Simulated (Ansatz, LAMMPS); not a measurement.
# Settings and their price: Li+ triflate in diethyl carbonate at 330 K (135 atoms)

Density of this cell: 1.05 g/cm³. The cell holds 135 atoms: 36 C, 24 O, 70 H, 1 S, 3 F and 1 Li. Its edges and angles: a = 11.569 Å, b = 11.569 Å, c = 11.569 Å, α = 90.0°, β = 90.0°, γ = 90.0°. 7 diethyl carbonate, 1 Li+, 1 triflate placed at random, at 1.05 g/cm³; overlaps pushed apart, then 10 ps at 550 K with Joung-Cheatham ions (J. Phys. Chem. B 112, 9020 (2008)); MMFF94 bonds, angles, torsions, charges and radii (Halgren, J. Comput. Chem. 17, 490 (1996)) in harmonic and 12-6 forms; charges of ions scaled by 0.8. Snapshot after 30 ps at 330 K and fixed volume.

Geometry: as built.

Reference run: Kohn-Sham DFT, PBE+D3(BJ), PAW (set soft_1), plane waves (Ansatz 0.2.0), cutoff 420 eV, k-mesh 2×2×2, fixed occupations.

```
r.m.s. force component                           : 1.024 eV/Å
pressure                                         : 1.183 GPa
gap (highest filled to lowest empty level) : 4.101 eV
SCF cycles                                       : 15
time                                             : 3.9 s on 1 × NVIDIA GB200 with 32 threads of Arm Neoverse V2, shared host
```

**Question.** The cell is repeated and solved at Γ. How do error, time and memory go?
- plane waves, 135 atoms (1×1×1)
- support functions, 135 atoms (1×1×1)
- plane waves, 1080 atoms (2×2×2)
- support functions, 1080 atoms (2×2×2)
- truncated density matrix, 1080 atoms (2×2×2)
- support functions, 3645 atoms (3×3×3)
- truncated density matrix, 3645 atoms (3×3×3)
- support functions, 8640 atoms (4×4×4)
- truncated density matrix, 8640 atoms (4×4×4)

Differences are against the typed cell on a 2×2×2 mesh, which samples like Γ on 1080 atoms (r.m.s. force component 1.02 eV/Å, gap 4.10 eV). Every repeated cell is solved at Γ, and forces are averaged over the copies of each atom. Hardware: 1 × NVIDIA GB200 with 32 threads of Arm Neoverse V2, shared host.

```
atoms  repeats                     basis  Δ force, r.m.s. (meV/Å)  Δ energy (meV/atom)  less plane waves of the same size (meV/atom)  gap (eV)  spread among copies (meV/Å)  SCF cycles     time  host memory (GiB)  planned on the GPU (GiB)
  135    1×1×1               plane waves                    0.534               0.0525                                             -                    4.11                            -          15    1.8 s                1.2                       4.2
  135    1×1×1         support functions                     4.55                -2.87                                          -2.9                    4.10                            -          16    4.5 s                1.4                       3.9
 1080    2×2×2               plane waves                    0.012                    0                                             -                    4.10                            0          17     18 s                2.6                        66
 1080    2×2×2         support functions                     4.52                -2.85                                          -2.9                    4.10                         0.13          19     16 s                4.1                        20
 1080    2×2×2  truncated density matrix                     4.49                -2.85                                          -2.8                       -                        0.064          26     17 s                3.9                        19
 3645    3×3×3         support functions                     4.47                -2.81                                             -                    4.10                         0.10          22     62 s                 12                        57
 3645    3×3×3  truncated density matrix                     4.46                -2.81                                             -                       -                        0.075          27     56 s                 12                        66
 8640    4×4×4         support functions                     4.47                -2.83                                             -                    4.10                         0.16          22  4.5 min                 25                       170
 8640    4×4×4  truncated density matrix                     4.46                -2.83                                             -                       -                         0.14          27  2.8 min                 25                       139
```

Repeating the cell at Γ samples more k-points: in plane waves the energy difference from the dense mesh goes from 0.0525 meV/atom at 135 atoms to 0 at 1080, and the force difference from 0.53 to 0.012 meV/Å; the gap goes from 4.11 to 4.10 eV. With plane waves, the time grows as the 1.1 power of the atom count between the two largest sizes, 135 and 1080 atoms. The smaller run is short enough for fixed overheads to flatten this slope. With support functions, the time grows as the 1.7 power of the atom count between the two largest sizes, 3645 and 8640 atoms. With the truncated density matrix, the time grows as the 1.3 power of the atom count between the two largest sizes, 3645 and 8640 atoms. At 8640 atoms truncation (run in mixed precision) changes the energy by +0.0007 meV/atom and takes 0.62 times the time of the full density matrix. At equal size the support functions lie 2.9 meV/atom below plane waves, likely because their grid holds more waves than 420 eV; no run tests this. Support functions take 2.5 times the time of plane waves at 135 atoms and 0.88 times at 1080, so the crossover lies within the series. The truncated run is already faster than plane waves at 1080 atoms (0.98 times their time). Each time is a single run, so ratios and crossover are rough. At the largest size the support functions' forces differ from the reference by 0.44 % of the r.m.s. force, which holds the difference of sampling between the two as well as that of the basis. In some support-function runs the search for missed states was left out or partial.

[Logs are printed without paths, hosts, clocks, repeated set-up lines and the standing remarks that a program may print on its own settings, such as how far it seeks lower states.]

[Hosts, paths, dates, database ids (printed as entryN), source tags and the programs' standing remarks are cut or masked in the printed files.]

[The MMFF94 radii named for the starting cell were scaled by 0.96; in molecules described by MMFF94, hydrogen bound to N, O or S took a small fixed 12-6 site in their place.]
